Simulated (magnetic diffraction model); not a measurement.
## Er3In4Ga4Ag3: what an assumed order does to the neutron pattern

Space group Immm (no. 71), a = 4.5620 Å, b = 9.9690 Å, c = 13.3770 Å.

| site | atom | x | y | z |
| --- | --- | --- | --- | --- |
| 4i | Er | 1/2 | 1/2 | 0.2954 |
| 2c | Er | 1/2 | 1/2 | 0 |
| 8l | In | 0 | 0.6262 | 0.8419 |
| 4g | Ag | 0 | 0.1888 | 0 |
| 2b | Ag | 1/2 | 0 | 0 |
| 8l | Ga | 1/2 | 0.2150 | 0.1406 |

This is a made-up structure (elements placed in a structure type, unrelaxed), so the numbers test the method and describe no known phase.

Only Er is taken to order (form factors of Er3+); orders and moment sizes are assumed, and not adapted to the symmetry. Radiation: neutrons of λ = 2.52 Å, 8° to 75°; isotropic B of 0.16 Å² (Er), 0.17 Å² (In), 0.21 Å² (Ag) and 0.21 Å² (Ga). The intensities are simulated: I ∝ L Σ (|F_N|² + |F_M⊥|²) for unpolarised neutrons, with F_M = 2.695 fm/μB × Σ f(s) S exp(2πi Q·r) exp(−B s²) at Q = H ± k (one set where k and −k are equivalent), only the part normal to Q counting and L = 1/(sin²θ cos θ). For collinear order S is the moment m, which repeats by lattice and centring translations R with the sign exp(−2πi k·R). Form factors are spin-only for 3d ions and dipole or tabulated for f ions, scattering lengths are Sears's of 1992, and absorption is left out. A label names one of the reflections at its angle. The strongest nuclear line in the range is 100, and lines under 0.2 are left out.

Assume the order k = (0 1/2 1/2), collinear moments along [111], 7.7 μB on Er; signs + at (1/2, 1/2, 0.2954), + at (1/2, 1/2, 0.7046), − at (1/2, 1/2, 0).

Q: Where does magnetic intensity appear, and how strong is it?

```csv
2θ (°),index,nuclear,magnetic
9.04,(0 1/2 1/2),0.0,54.2
17.81,(0 1/2 -3/2),0.0,31.0
18.14,(0 1 1),2.8,0.0
22.53,(0 3/2 -1/2),0.0,51.0
27.35,(0 3/2 3/2),0.0,2.4
28.22,(0 1/2 5/2),0.0,10.3
29.29,(0 2 0),0.8,0.0
33.38,(1 1/2 -1/2),0.0,49.7
33.93,(1 0 1),1.9,0.0
35.19,(0 3/2 -5/2),0.0,31.4
35.37,(1 1 0),0.6,0.0
36.06,(0 1 3),0.4,0.0
36.75,(0 2 2),0.2,0.0
36.92,(1 1/2 3/2),0.0,13.3
37.26,(0 5/2 1/2),0.0,11.3
39.23,(0 1/2 -7/2),0.0,3.6
39.55,(1 3/2 1/2),0.0,28.8
40.50,(0 5/2 -3/2),0.0,7.1
42.64,(1 3/2 -3/2),0.0,12.9
43.23,(1 1/2 -5/2),0.0,35.1
44.27,(0 0 4),0.4,0.0
44.70,(0 3/2 7/2),0.0,0.4
46.00,(0 3 1),3.7,0.0
46.42,(0 5/2 5/2),0.0,2.7
46.55,(1 0 3),0.3,0.0
48.34,(1 3/2 5/2),0.0,16.0
49.96,(1 5/2 -1/2),0.0,19.7
50.75,(0 1/2 9/2),0.0,3.6
51.53,(1 1/2 7/2),0.0,3.8
52.57,(1 5/2 3/2),0.0,4.7
52.83,(0 7/2 -1/2),0.0,7.8
53.96,(0 2 4),21.4,0.0
54.34,(0 5/2 -7/2),0.0,3.1
55.33,(0 3/2 -9/2),0.0,8.4
55.34,(0 7/2 3/2),0.0,1.5
55.95,(1 2 3),100.0,0.0
55.95,(1 3 0),20.2,0.0
56.07,(1 3/2 -7/2),0.0,5.3
56.44,(0 3 3),6.3,0.0
57.53,(1 5/2 -5/2),0.0,23.7
57.89,(1 1 4),20.3,0.0
58.37,(0 1 5),2.5,0.0
60.15,(0 7/2 -5/2),0.0,10.8
60.73,(1 3 2),24.9,0.0
60.74,(0 4 0),6.9,0.0
61.31,(1 1/2 -9/2),0.0,11.4
62.92,(0 1/2 -11/2),0.0,3.1
63.15,(1 7/2 1/2),0.0,9.6
```
(The table stops after 48 lines; 26 more lie at higher angle.)

The strongest magnetic line in the range is (0 1/2 1/2) at 9.04° (54.2). On top of the Lorentz factor, which all lines share, magnetic lines fade with angle because f falls: for Er3+ it is 0.96, 0.86, 0.73 and 0.47 at sin θ/λ = 0.1, 0.2, 0.3 and 0.5 Å⁻¹, while nuclear lengths stay constant. The order has no net moment.

[Logs are printed without paths, hosts, clocks, repeated set-up lines and the standing remarks that a program may print on its own settings, such as how far it seeks lower states.]
